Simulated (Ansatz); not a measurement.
# Moving the knobs of a GW run on SiO2 (P3_221)

Aim: change settings of a G0W0 run on SiO2 (P3_221) and see what moves.

Calculated with Ansatz 0.2.0; G0W0 on PBE, plane waves, PAW; PAW set soft_1.

## (1) The starting structure

Symmetry: P3_221, No. 154, trigonal system. The conventional cell has a = 4.916 Å, b = 4.916 Å, c = 5.408 Å, α = 90.00°, β = 90.00°, γ = 120.00°. Si has 4 O at 1.61 Å nearest. Nearest to O lie 2 Si at 1.61 Å. Farther neighbours and most contacts between anions are not listed.

The cell and positions come from the Crystallography Open Database and are kept as given unless a step says otherwise.

## (2) The base run: 6×6×4 mesh, 288 empty bands, screening to 108 eV, PAW set soft_1 files

G0W0 replaces the xc potential by the self-energy, built once from these orbitals. Only a window of levels is corrected, while the sums run over the empty bands that the input names. This step takes PAW set soft_1 files.

Contents of input.yaml:

```yaml
crystal:
  lattice:
    - [4.91636, 0.0, 0.0]
    - [-2.45818, 4.2576926541, 0.0]
    - [0.0, 0.0, 5.4084]
  atoms:
    - { symbol: Si, position: [0.46973, 0.0, 0.6666666667] }
    - { symbol: Si, position: [0.0, 0.46973, 0.3333333333] }
    - { symbol: Si, position: [0.53027, 0.53027, 0.0] }
    - { symbol: O, position: [0.41354, 0.26758, 0.78558] }
    - { symbol: O, position: [0.73242, 0.14596, 0.4522466667] }
    - { symbol: O, position: [0.85404, 0.58646, 0.1189133333] }
    - { symbol: O, position: [0.26758, 0.41354, 0.21442] }
    - { symbol: O, position: [0.14596, 0.73242, 0.5477533333] }
    - { symbol: O, position: [0.58646, 0.85404, 0.8810866667] }
kpoints:
  mp_grid: { grid: [6, 6, 4] }
hamiltonian:
  xc: pbe
  pseudopotentials: { kind: paw, azcp: { folder: soft_1 } }
scf:
  occupations: { method: fixed }
gw:
  n_empty_bands: 288
  ecut_chi: 108
  qp_bands: [v3, c3]
  qp_kpoints: band_edges
  screening: { model: contour_deformation }
```

Run with:

```
ansatz run input.yaml --threads 3 --pin off --max-ram 92160MiB --backend cuda --events-out ev --progress --plain --runs-dir out --devices 1 --max-vram 13GiB
```

Numbers of over 12 decimals in the logs are rounded to 6 here.

Output:

```text
GPUs: using 1 of 1 available (devices: 1).
Engine: ansatz 0.2.0, x86_64-unknown-linux-gnu
Pseudopotentials: kind: paw
Pseudopotential: Si, paw, valence charge 4, recommended cutoff 420 eV (normal), soft_1/Si.paw.azcp
Pseudopotential: O, paw, valence charge 6, recommended cutoff 420 eV (normal), soft_1/O.paw.azcp
Functional definition: PBE
  parameter kappa = 0.804
  parameter beta = 0.066725
  exchange = pbe_x(kappa = kappa, mu = beta*pi^2/3)
  correlation = pbe_c(beta = beta)
device memory: the entry about to start is reckoned to put 1.3 GiB on a device that reports 64.2 GiB free (of which the cap on the GPU budget leaves the run 13.0 GiB)
GPU FFT provider: cuFFT
GPU libraries: cuBLAS 13.8.2, cuFFT 12.4.0, cuSOLVER 12.3.4
Crystal: 9 atoms, lattice volume = 113.211 Å³
Basis set: ecut = 420 eV, 2209 PW (Γ)
Bands: 33, of which v1, the nominal top of the filled ones, is band 24 counted from 1 (23 counted from 0)
Symmetry: 6 space group operations
Space group: P3221 (ITA 154), of the structure as read, at distance tolerance 4.8e-5 Å
k-points: 24 of 144 (time reversal used)
Non-local potential: Si, projectors of the file, l = 0: 2, l = 1: 2, l = 2: 1
Non-local potential: O, projectors of the file, l = 0: 2, l = 1: 2, l = 2: 1
PAW form: soft (Blöchl's): semilocal exchange-correlation on the pseudo side does not see the compensation charge
PAW one-centre angular grid: Si, 110 points (default); XC on 64 Gauss nodes
PAW one-centre angular grid: O, 110 points (default); XC on 64 Gauss nodes
Initial density: superposition of atomic densities (chi_scale 0.1, normalization cell, long waves kept (reshape's long-wave potential 0.01 eV rms))
Initial wavefunctions: pseudopotential atomic-orbital guess
GPU buffer pool allocated for 51840 grid points (all kernels)
GPU transforms: local potential and band sums: pruned to the plane-wave sphere, on 36×36×40
Functional: x = pbe(κ = 0.804, μ = 0.219515), c = pbe(β = 0.066725)
SCF iter   1: F=—  HF=-5327.301246 eV  |F-HF|=—  |Δ(HF+E_count)|=         —  Δρ=1.35e-1  dr2=1.82e1  ethr=3.10e-3  ⟨swp⟩=4.8  Hψ=3624  notcnv=0  defer=143
preconditioner: auto → Resta (q_TF=auto, 2.365 Å⁻¹)  ε∞=2.8  [insulator: Δε(μ)=7.394 eV  Ē_g=18.254 eV  n_scr=22 (ndim 8)  ℏωp=24.2 eV  f_vac=0.003  ε∞_Penn≈2.8]
SCF iter   2: F=—  HF=-5322.205491 eV  |F-HF|=—  |Δ(HF+E_count)|=    5.10e0  Δρ=4.35e-2  dr2=9.27e-1  ethr=3.10e-3  ⟨swp⟩=3.7  Hψ=2149  notcnv=0  defer=135
SCF iter   3: F=—  HF=-5322.143648 eV  |F-HF|=—  |Δ(HF+E_count)|=   6.18e-2  Δρ=2.16e-2  dr2=2.92e-1  ethr=1.93e-3  ⟨swp⟩=2.0  Hψ=820  notcnv=0  defer=162
SCF iter   4: F=—  HF=-5322.162607 eV  |F-HF|=—  |Δ(HF+E_count)|=   1.90e-2  Δρ=1.67e-3  dr2=2.39e-3  ethr=6.07e-4  ⟨swp⟩=3.0  Hψ=1398  notcnv=0  defer=160
[...]
E_band       = -206.884222
  E_kinetic    = 1169.978851
  E_local      = -2935.002211  (includes V_loc(G=0)·N_el)
  E_nonlocal   = 381.266300
  E_hartree    = 1074.942051
  E_xc         = -603.969359
  E_vxc        = -698.103937  (∫ρ·V_xc dr)
  E_paw        = -2519.090109  (= ΣΔE_a)
  E_vpaw       = -274.911463  (= ΣTr[D̂ρ^β])
  E_aug_tail   = 0.005008  (compensation charges beyond the density's cutoff)
  E_ewald      = -1890.297640
  E_smearing   = -0.000000  (= −TS)
  E_closure    = -0.000000  (closes the sum)
  Σ components = -5322.167110   (vs F -5322.167110, Δ=0.00e0)
--- Band table (eV; the first three rows and the last of 24) ---
  k-point 0: bands = [... 20 lower, 1.5021, 1.8187, 2.1901, 2.1901, 8.4978, 11.8262, 11.8262, 12.2813, ... 5 higher]
  k-point 1: bands = [... 20 lower, 1.4313, 1.9706, 2.2799, 2.4090, 9.0967, 11.6629, 11.7571, 11.7824, ... 5 higher]
  k-point 2: bands = [... 20 lower, 1.3000, 2.2895, 2.2895, 2.4143, 10.4511, 10.4511, 11.5718, 12.2627, ... 5 higher]
  k-point 23: bands = [... 20 lower, 1.5720, 1.7429, 1.9221, 1.9221, 11.5196, 12.3043, 12.3043, 12.6082, ... 5 higher]
--- G₀W₀: contour deformation, 5 samples at zero and on the imaginary axis and 2 off it, 144 q-points, 288 empty bands' worth ---
  eigenvalues of the whole cell's RPA ε∞ on this k-mesh (on a slab, of 1 + 4πα/V) = 2.3470, 2.3470, 2.3763; static W/v taken at q = 0 is 0.423893
  gw.qp_kpoints: band_edges: 23 of 24 stored k-points solved, in 1 pass; an edge of the gap read off the rows below is read off those points alone
    valence top: of the k-points left out ik 23 came nearest to being solved in a further pass, in band 24 (counted from 1, as in the quasiparticle table): it holds the edge there only if its correction is more favourable than any solved in that band by at least 0.583 eV; those differ by 0.066 eV
    conduction bottom: of the k-points left out ik 23 came nearest to being solved in a further pass, in band 25 (counted from 1, as in the quasiparticle table): it holds the edge there only if its correction is more favourable than any solved in that band by at least 3.022 eV; those differ by 0.742 eV
    ik  band        ε_KS         Σx   Σc(E_QP)       V_xc       Z   E_QP_lin       E_QP  E_QP is
     0    22      1.8187   -26.3950     4.3405   -20.3059  0.8077     0.0443     0.0701  root
     0    23      2.1901   -26.2848     4.2615   -20.3197  0.8093     0.4629     0.4866  root
     0    24      2.1901   -26.2848     4.2615   -20.3197  0.8093     0.4629     0.4866  root
     0    25      8.4978    -7.8425    -3.4031   -12.4215  0.8680     9.6805     9.6738  root
     0    26     11.8262    -6.6342    -3.8547   -11.9634  0.8592    13.3137    13.3007  root
     0    27     11.8262    -6.6342    -3.8547   -11.9634  0.8592    13.3137    13.3007  root
     1    22      1.9706   -26.5007     4.3302   -20.4459  0.8081     0.2213     0.2461  root
     1    23      2.2799   -26.5713     4.3040   -20.5773  0.8087     0.5666     0.5899  root
[...]
22    24      2.3069   -26.5837     4.2832   -20.6233  0.8092     0.6071     0.6297  root
    22    25     11.4367    -9.8986    -4.0159   -15.7698  0.8487    13.3136    13.2919  root
    22    26     11.7413    -7.2968    -3.6437   -12.3425  0.8580    13.1552    13.1433  root
    22    27     12.1141    -8.5217    -3.7320   -13.8755  0.8514    13.7524    13.7359  root
[key lines of the parts left out:]
SCF converged after 8 iterations
Free energy (F): -5322.167110 eV
Fermi energy:    2.505009 eV
```

Run time: 53 s. Hardware: 1 × NVIDIA H100 80GB HBM3 (shared by 6 runs) with 3 threads of AMD EPYC 7R13 (Zen 3), shared host; peak memory 1.7 GiB.

Reading the cycles: dr2 is the Hartree energy of the density residual (eV), the measure of convergence; HF is the Harris–Foulkes estimate of the energy, which meets the free energy F at convergence.

This step gave:

```
bands summed                                 : 312
RPA ε∞ on this mesh (eigenvalues)            : 2.347, 2.347, 2.376
plane waves in the screening matrix          : 303
q-points in the mesh                         : 144
G0W0 gap on the mesh                         : 8.806 eV
k of the valence top                         : 0.3333, 0.3333, 0
k of the conduction bottom                   : 0, 0, 0
starting gap on the mesh                     : 5.993 eV
Z at the valence top                         : 0.8096
Z at the conduction bottom                   : 0.8680
least direct G0W0 gap on the computed points : 9.187 eV
```

The gap on the mesh goes from 5.99 eV to 8.81 eV, a correction of +2.81 eV. Between the two edge states, bare exchange in place of the xc potential would open the gap by 10.50 eV, and correlation takes back 7.68 eV.

## (3) Variant: larger pair-density box

Changes to input.yaml since step 2:

```diff
@@ -16,3 +16,3 @@
 kpoints:
-  mp_grid: { grid: [6, 6, 4] }
+  mp_grid: { grid: [6, 6, 2] }
 hamiltonian:
@@ -23,4 +23,4 @@
 gw:
-  n_empty_bands: 288
-  ecut_chi: 108
+  n_empty_bands: 257
+  ecut_chi: 100
   qp_bands: [v3, c3]
@@ -28 +28,2 @@
   screening: { model: contour_deformation }
+  ecutfock_ratio: 2
```

Output:

```text
GPUs: using 1 of 1 available (devices: 1).
[...]
GPU FFT provider: cuFFT
GPU libraries: cuBLAS 13.8.2, cuFFT 12.4.0, cuSOLVER 12.3.4
Crystal: 9 atoms, lattice volume = 113.211 Å³
Basis set: ecut = 420 eV, 2209 PW (Γ)
Bands: 33, of which v1, the nominal top of the filled ones, is band 24 counted from 1 (23 counted from 0)
Symmetry: 6 space group operations
[...]
k-points: 14 of 72 (time reversal used)
[...]
GPU buffer pool allocated for 51840 grid points (all kernels)
[...]
SCF iter   1: F=—  HF=-5327.299103 eV  |F-HF|=—  |Δ(HF+E_count)|=         —  Δρ=1.35e-1  dr2=1.83e1  ethr=3.10e-3  ⟨swp⟩=5.0  Hψ=1980  notcnv=0  defer=81
[...]
SCF iter   8: F=-5322.167163 eV  HF=-5322.167163 eV  |F-HF|=9.52e-9  |Δ(HF+E_count)|=   4.61e-7  Δρ=2.27e-6  dr2=6.07e-9  ethr=2.08e-10  ⟨swp⟩=14.0  Hψ=2514  notcnv=0
SCF 1 converged in 8 iterations: F = -5322.167163 eV  dr2 = 6.07e-9
[...]
NSCF: frozen V_eff on 14 k-points
[...]
G₀W₀ screening: q 1/14
[... further progress lines ...]
SCF converged after 8 iterations
Free energy (F): -5322.167163 eV
[...]
Internal energy: -5322.167163 eV  (E = F + TS)
E sigma→0 (E₀):  -5322.167163 eV
Fermi energy:    2.504983 eV
[...]
--- Band table (eV; the first three rows and the last of 14) ---
  k-point 0: bands = [... 20 lower, 1.5021, 1.8187, 2.1901, 2.1901, 8.4979, 11.8262, 11.8262, 12.2814, ... 5 higher]
  k-point 1: bands = [... 20 lower, 1.3000, 2.2895, 2.2895, 2.4143, 10.4511, 10.4511, 11.5719, 12.2627, ... 5 higher]
  k-point 2: bands = [... 20 lower, 1.5038, 1.7222, 2.2444, 2.2796, 8.9222, 11.8024, 11.8643, 12.3207, ... 5 higher]
  k-point 13: bands = [... 20 lower, 1.5719, 1.7429, 1.9221, 1.9221, 11.5196, 12.3044, 12.3044, 12.6082, ... 5 higher]
[...]
bands read: the sum over 281 bands ends inside a degenerate multiplet in 1 slot, whose members it reads at an even weight; the widest, k=1: bands 281 to 282 (counted from 1) at 1/2 each
[...]
0    22      1.8187   -26.3914     4.3747   -20.3059  0.8083     0.0833     0.1080  root
     0    23      2.1901   -26.2909     4.3040   -20.3197  0.8097     0.5002     0.5230  root
     0    24      2.1901   -26.2909     4.3040   -20.3197  0.8097     0.5002     0.5230  root
     0    25      8.4979    -7.8376    -3.4039   -12.4215  0.8682     9.6847     9.6779  root
     0    26     11.8262    -6.6312    -3.8375   -11.9634  0.8592    13.3345    13.3210  root
     0    27     11.8262    -6.6312    -3.8375   -11.9634  0.8592    13.3345    13.3210  root
     1    22      2.2895   -26.7741     4.3575   -20.7817  0.8093     0.6330     0.6546  root
     1    23      2.2895   -26.7741     4.3575   -20.7817  0.8093     0.6330     0.6546  root
[...]
13    24      1.9221   -26.1727     4.3400   -20.1246  0.8087     0.1895     0.2140  root
    13    25     11.5196   -10.8110    -4.2445   -17.1431  0.8461    13.6357    13.6072  root
    13    26     12.3044    -7.1065    -3.7360   -12.3368  0.8571    13.8125    13.7986  root
    13    27     12.3044    -7.1065    -3.7360   -12.3368  0.8571    13.8125    13.7986  root
```

Wall time 33 s (1 × NVIDIA H100 80GB HBM3 (shared by 6 runs) with 3 threads); peak memory 1.3 GiB.

The G0W0 gap on the mesh is 8.772 eV.

Against the base:

```csv
setting,base,variant
mesh,6×6×4,6×6×2
empty bands,288,257
screening cutoff (eV),108,100
ecutfock ratio,-,2
```

```csv
quantity,variant,base
starting gap on the mesh,5.993,5.993
G0W0 gap on the mesh,8.772,8.806
least direct G0W0 gap on the computed points,9.155,9.187
Z at the valence top,0.810,0.810
Z at the conduction bottom,0.868,0.868
```

## (4) Summary of results

| Quantity | Value |
| --- | --- |
| base | 8.81 eV, 53 s |
| larger pair-density box | 8.77 eV, 33 s |

Larger pair-density box: the gap moves by −0.03 eV. The variant differs from the base in mesh, empty bands, screening cutoff and ecutfock ratio together, so the change can't be laid to one of them. All runs here use a coarse mesh and modest cutoffs; they test settings and are not final values.

[Paths, hosts, dates, memory and timing lines, banners, echoed tables and standing remarks are left out of the program output.]

[Logs are printed without paths, hosts, clocks, repeated set-up lines and the standing remarks that a program may print on its own settings, such as how far it seeks lower states.]

[Runs of the session that timed out or met a known fault of the program may be left out.]

[Cells called generated may have been cut or substituted from an entry of the Crystallography Open Database or the Materials Project.]

[Hosts, paths, dates, database ids (printed as entryN), source tags and the programs' standing remarks are cut or masked in the printed files.]
